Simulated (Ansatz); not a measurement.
# AlNi (Pm-3m): thermal expansion from first principles, part 2 of 2

How much does AlNi expand with temperature?

Experimental results on record:
- heat capacity C_P per formula unit 45.9 J/mol/K near room temperature (given in “High-Throughput Prediction of Finite-Temperature Properties using the Quasi-Harmonic Approximation”, 2016, arXiv:1603.06924)

Ansatz 0.2.0; DFT PBEsol, scalar-relativistic, plane waves, PAW (the session's first sound run).

So far, principal linear expansion coefficients at 298 K (× 1e-6/K): step 5 (the quasi-harmonic study, functional PBEsol) 12.8.

The database entry behind the starting cell differs from later determinations by our own check (about 0.2 % short), so it need not match the best structure at ambient conditions.

## (7) Phonons on strained cells

Contents of input.yaml:

```yaml
crystal:
  lattice:
    - [2.8570266733, 0.0, 0.0]
    - [0.0, 2.8570266733, 0.0]
    - [0.0, 0.0, 2.8570266733]
  atoms:
    - { symbol: Al, position: [0.0, 0.0, 0.0] }
    - { symbol: Ni, position: [0.5, 0.5, 0.5] }
kpoints:
  mp_grid: { grid: [16, 16, 16] }
hamiltonian:
  xc: pbe
  dispersion: d3bj
scf:
  occupations: { method: methfessel_paxton, width: 0.2 }
  lower_state_search: "off"
output:
  eigenvalues: true
phonons:
  method: dfpt
  qmesh: [4, 4, 4]
  temperatures: { t_max: 900.0, t_step: 50 }
  thermal_expansion: {}
```

Run with:

```console
$ ansatz run input.yaml --threads 8 --pin off --max-ram 16384MiB --backend cpu --events-out ev --progress --plain --runs-dir out
```

Run time: 21 min. Hardware: 8 threads of Arm Neoverse V1, shared host; peak memory 2.6 GiB; 2.6 h of CPU time.

Numbers from this step:

- pressure: 0.002634 GPa
- volume expansion coefficient at 298 K: 36.81 1e-6/K
- C_P at 298 K: 22.95 J/mol-atom/K
- entropy at 298 K: 25.92 J/mol-atom/K
- isothermal bulk modulus at 298 K: 163.7 GPa
- Grüneisen parameter at 298 K: 1.908
- volume at 298 K: 11.82 Å³/atom
- principal linear expansion coefficients at 298 K: 12.27, 12.27, 12.27 1e-6/K

Strained cells of the study; zero-point energy where phonons were solved; the pressures are stresses at a fixed cutoff and can carry an offset from the finite basis. Expansion cells, by row:

```tsv
cell	|a| (Å)	|b| (Å)	|c| (Å)	V (Å³/atom)	E - E_lowest (meV/atom)	pressure, compression positive (GPa)	gap (eV)	zero-point energy (meV/atom)
1	2.857	2.857	2.857	11.66	0	-0.034	-	-
2	2.88	2.88	2.88	11.94	3.545	-3.981	-	-
3	2.834	2.834	2.834	11.38	3.691	4.346	-	-
4	2.857	2.857	2.857	11.66	0	-0.076	-	44.54
5	2.872	2.872	2.872	11.84	1.442	-2.592	-	43.32
6	2.89	2.89	2.89	12.07	7.457	-5.646	-	41.73
7	2.907	2.907	2.907	12.28	16.48	-8.121	-	40.34
8	2.829	2.829	2.829	11.32	5.715	5.474	-	-
9	2.843	2.843	2.843	11.49	1.39	2.61	-	-
10	2.93	2.93	2.93	12.58	34.43	-11.23	-	-
```

Quasi-harmonic; a, b, c are the run's own cell vectors. Expansion, by row:

```tsv
T (K)	a (Å)	b (Å)	c (Å)	alpha (deg)	beta (deg)	gamma (deg)	cell volume (Å³/cell)	alpha_a (1e-6/K)	alpha_b (1e-6/K)	alpha_c (1e-6/K)	alpha_V (1e-6/K)	C_P (J/mol-atom/K)	C_V (J/mol-atom/K)	S (J/mol-atom/K)	B_T (GPa)	B_S (GPa)	Grueneisen	extrapolation	fit error (1e-6/K)
0	2.863	2.863	2.863	90	90	90	23.47	0	0	0	0	0	0	0	170.7	170.7	-	0	0
50	2.863	2.863	2.863	90	90	90	23.48	1.97	1.97	1.97	5.91	3.663	3.661	1.325	170.6	170.7	1.945	0	0
100	2.864	2.864	2.864	90	90	90	23.49	6.11	6.11	6.11	18.34	11.4	11.37	6.326	169.7	170.3	1.937	0	0
150	2.865	2.865	2.865	90	90	90	23.52	8.9	8.9	8.9	26.69	16.72	16.6	12.05	168.4	169.7	1.917	0	0
200	2.866	2.866	2.866	90	90	90	23.55	10.55	10.55	10.55	31.66	19.86	19.63	17.33	166.9	168.9	1.91	0	0
250	2.868	2.868	2.868	90	90	90	23.59	11.59	11.59	11.59	34.77	21.76	21.41	21.98	165.3	168.1	1.907	0	0.01
298.1	2.87	2.87	2.87	90	90	90	23.63	12.27	12.27	12.27	36.81	22.95	22.48	25.92	163.7	167.2	1.908	0	0.01
300	2.87	2.87	2.87	90	90	90	23.63	12.29	12.29	12.29	36.88	22.99	22.51	26.06	163.7	167.1	1.908	0	0.01
350	2.872	2.872	2.872	90	90	90	23.68	12.81	12.81	12.81	38.44	23.84	23.24	29.67	162	166.1	1.91	0	0.01
400	2.873	2.873	2.873	90	90	90	23.72	13.23	13.23	13.23	39.69	24.48	23.76	32.9	160.3	165.1	1.913	0	0.01
450	2.875	2.875	2.875	90	90	90	23.77	13.58	13.58	13.58	40.75	24.98	24.13	35.81	158.5	164.1	1.916	0	0.01
500	2.877	2.877	2.877	90	90	90	23.82	13.9	13.9	13.9	41.7	25.4	24.42	38.47	156.7	163	1.92	0	0.01
550	2.879	2.879	2.879	90	90	90	23.87	14.19	14.19	14.19	42.58	25.76	24.65	40.91	154.9	161.9	1.924	0	0.01
600	2.881	2.881	2.881	90	90	90	23.92	14.48	14.48	14.48	43.43	26.09	24.84	43.16	153.1	160.8	1.928	0	0.01
650	2.884	2.884	2.884	90	90	90	23.98	14.75	14.75	14.75	44.25	26.4	25.01	45.26	151.3	159.7	1.933	0	0.01
700	2.886	2.886	2.886	90	90	90	24.03	15.02	15.02	15.02	45.06	26.68	25.15	47.23	149.4	158.6	1.937	0	0.01
750	2.888	2.888	2.888	90	90	90	24.08	15.3	15.3	15.3	45.89	26.96	25.27	49.08	147.5	157.4	1.942	0	0.01
800	2.89	2.89	2.89	90	90	90	24.14	15.57	15.57	15.57	46.72	27.24	25.39	50.83	145.6	156.2	1.947	0	0.01
850	2.892	2.892	2.892	90	90	90	24.2	15.86	15.86	15.86	47.57	27.51	25.5	52.49	143.7	155	1.953	0	0.01
900	2.895	2.895	2.895	90	90	90	24.25	16.15	16.15	16.15	48.44	27.78	25.6	54.07	141.7	153.8	1.958	0	0.02
```

The expansion coefficient by temperature; values in 1e-6/K:

```tsv
temperature (K)	volume	principal 1
0	0	0
50	5.91	1.97
100	18.3	6.11
150	26.7	8.9
200	31.7	10.6
250	34.8	11.6
298	36.8	12.3
300	36.9	12.3
350	38.4	12.8
400	39.7	13.2
450	40.8	13.6
500	41.7	13.9
550	42.6	14.2
600	43.4	14.5
650	44.2	14.8
700	45.1	15.0
750	45.9	15.3
800	46.7	15.6
850	47.6	15.9
900	48.4	16.1
```

Changing the level of theory (PBEsol → PBE+D3(BJ)) takes the volume expansion at 298 K from 38.4 to 36.8 × 10⁻⁶/K and B_T from 163 to 164 GPa.

## (8) Summary of results

| Property | Result |
| --- | --- |
| settings of these figures | PBE+D3(BJ), 487.2 eV, k 16×16×16, q 4×4×4 |
| volume expansion coefficient at 298 K | 36.81 1e-6/K |
| C_P at 298 K | 22.95 J/mol-atom/K |
| entropy at 298 K | 25.92 J/mol-atom/K |
| isothermal bulk modulus at 298 K | 163.7 GPa |
| Grüneisen parameter at 298 K | 1.908 |
| volume at 298 K | 11.82 Å³/atom |
| principal linear expansion coefficients at 298 K | 12.27, 12.27, 12.27 1e-6/K |

In words: Near room temperature AlNi expands by 36.8 × 10⁻⁶/K in volume by PBE+D3(BJ), with C_P = 22.9 J/(mol K) per mole of atoms and B_T = 164 GPa. C_P at room temperature is 92 % of the classical 3R an atom, so the stiffest modes are still partly frozen out. In this metal the study includes the electrons' free energy, which adds a term that grows with temperature, so the heat capacities need not level off at 3R. The log notes that a few bands missed the eigensolver's threshold in the phonon runs. A measured heat capacity per formula unit near room temperature is 45.9 J/mol/K (arXiv:1603.06924); the calculated 45.9 J/mol/K agrees within half a per cent. The levels of theory differ by up to 1.6 × 10⁻⁶/K in the volume expansion at 298 K. The dispersion term is taken with its C6 weights frozen at the crystal at rest, in the force constants and, in the expansion study, in the energies too. The run has no spin polarisation although the cell holds an element with an open d or f shell; a magnetic state could change the volume and the force constants.

[Logs are printed without paths, hosts, clocks, repeated set-up lines and the standing remarks that a program may print on its own settings, such as how far it seeks lower states.]

[Hosts, paths, dates, database ids (printed as entryN), source tags and the programs' standing remarks are cut or masked in the printed files.]

[A step with changed settings may run another functional than the one named; its input shows which.]
